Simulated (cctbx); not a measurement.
# Diagnosing a refinement

Cell a = 7.6730 Å, b = 7.5400 Å, c = 15.3390 Å, α = 90.00°, β = 96.18°, γ = 90.00°; space group P2_1/c (no. 14). The compound is AlTlI3F.

The data are simulated with cctbx, not measured: Cu Kα, λ = 1.54184 Å, to d = 0.83 Å, 70 % of the full sphere, strongest reflection 70000 counts, noise from counting, a 3 % proportional error and a noise floor of 8 counts (s.d.); no absorption, and some extinction, which the refinements don't model.

An anisotropic refinement with weights 1/σ² prints:

```text
Rint 0.023, 1585 unique reflections to 0.83 A
cycle     R1     wR2    GooF  max shift (A)
   1  0.0189  0.0520   1.880   0.00176
   2  0.0119  0.0300   1.083   0.00002
final R1 0.0119 wR2 0.0300 GooF 1.083  parameters 54  data/parameter 29.4
atom        x        y        z      Ueq    occ   su(xyz)  su(Uiso or U11)
Tl1    0.74841  0.50421  0.13891   0.0043  1.000  0.00002  0.0001
I1     0.58846  0.88380  0.22570   0.0053  1.000  0.00003  0.0001
Sb1    0.13769  0.86368  0.59220   0.0019  1.000  0.00003  0.0001
I2     0.57077  0.74703  0.47171   0.0048  1.000  0.00002  0.0001
Al1    0.24246  0.35603  0.13889   0.0067  1.000  0.00013  0.0005
F1     0.00830  0.34997  0.66052   0.0088  1.000  0.00026  0.0009
difference map: max 0.76 min -0.83 rms 0.18
Q1    0.1250  0.6738  0.0683    4    0.79  0.47 A from Sb1
Q2    0.1129  0.0033  0.4453    4    0.60  1.76 A from Tl1
Q3    0.0986  0.0142  0.9896    4    0.58  2.66 A from F1
Q4    0.1978  0.1757  0.8563    4    0.57  2.22 A from I1
Q5    0.2906  0.2226  0.6664    4    0.55  0.80 A from Al1
Q6    0.2574  0.5784  0.3853    4    0.55  2.15 A from F1
```

**Question.** Can this result stand? If not, what is the likely fault?

Mend it. The fault: wrong element: Sb1 is I. Against the right model at the same level, R1 goes from 0.0107 to 0.0119 and GooF from 0.93 to 1.08 and U of Sb1 shrinks from 0.0039 to 0.0019 Å². Sb1 has 2 electrons too few and its U shrinks to make up, as expected (near an absorption edge f′ can widen the mismatch well beyond the difference in Z).

The compound is AlTlI3F. The right model at the same level gives:

```text
Rint 0.023, 1585 unique reflections to 0.83 A
cycle     R1     wR2    GooF  max shift (A)
   1  0.0108  0.0261   0.944   0.00042
   2  0.0107  0.0258   0.931   0.00000
final R1 0.0107 wR2 0.0258 GooF 0.931  parameters 54  data/parameter 29.4
atom        x        y        z      Ueq    occ   su(xyz)  su(Uiso or U11)
Tl1    0.74840  0.50421  0.13891   0.0041  1.000  0.00001  0.0001
I1     0.58847  0.88381  0.22571   0.0050  1.000  0.00002  0.0001
I2     0.13769  0.86369  0.59220   0.0039  1.000  0.00002  0.0001
I3     0.57077  0.74703  0.47170   0.0046  1.000  0.00002  0.0001
Al1    0.24236  0.35606  0.13887   0.0067  1.000  0.00011  0.0004
F1     0.00852  0.34989  0.66055   0.0088  1.000  0.00022  0.0008
difference map: max 0.58 min -0.75 rms 0.17
Q1    0.0982  0.0114  0.9885    4    0.60  2.64 A from F1
Q2    0.1076  0.0024  0.4443    4    0.60  1.78 A from Tl1
Q3    0.1928  0.1775  0.8550    4    0.57  2.24 A from I1
Q4    0.2550  0.5746  0.3870    4    0.54  2.15 A from F1
Q5    0.0391  0.6536  0.2213    4    0.54  1.89 A from F1
Q6    0.4845  0.7447  0.3772    4    0.53  1.53 A from I3
```

This is a model crystal, built by substitution and not relaxed, with assumed displacement parameters.

[Middle refinement cycles are left out of these outputs.]

[Logs are printed without paths, hosts, clocks, repeated set-up lines and the standing remarks that a program may print on its own settings, such as how far it seeks lower states.]
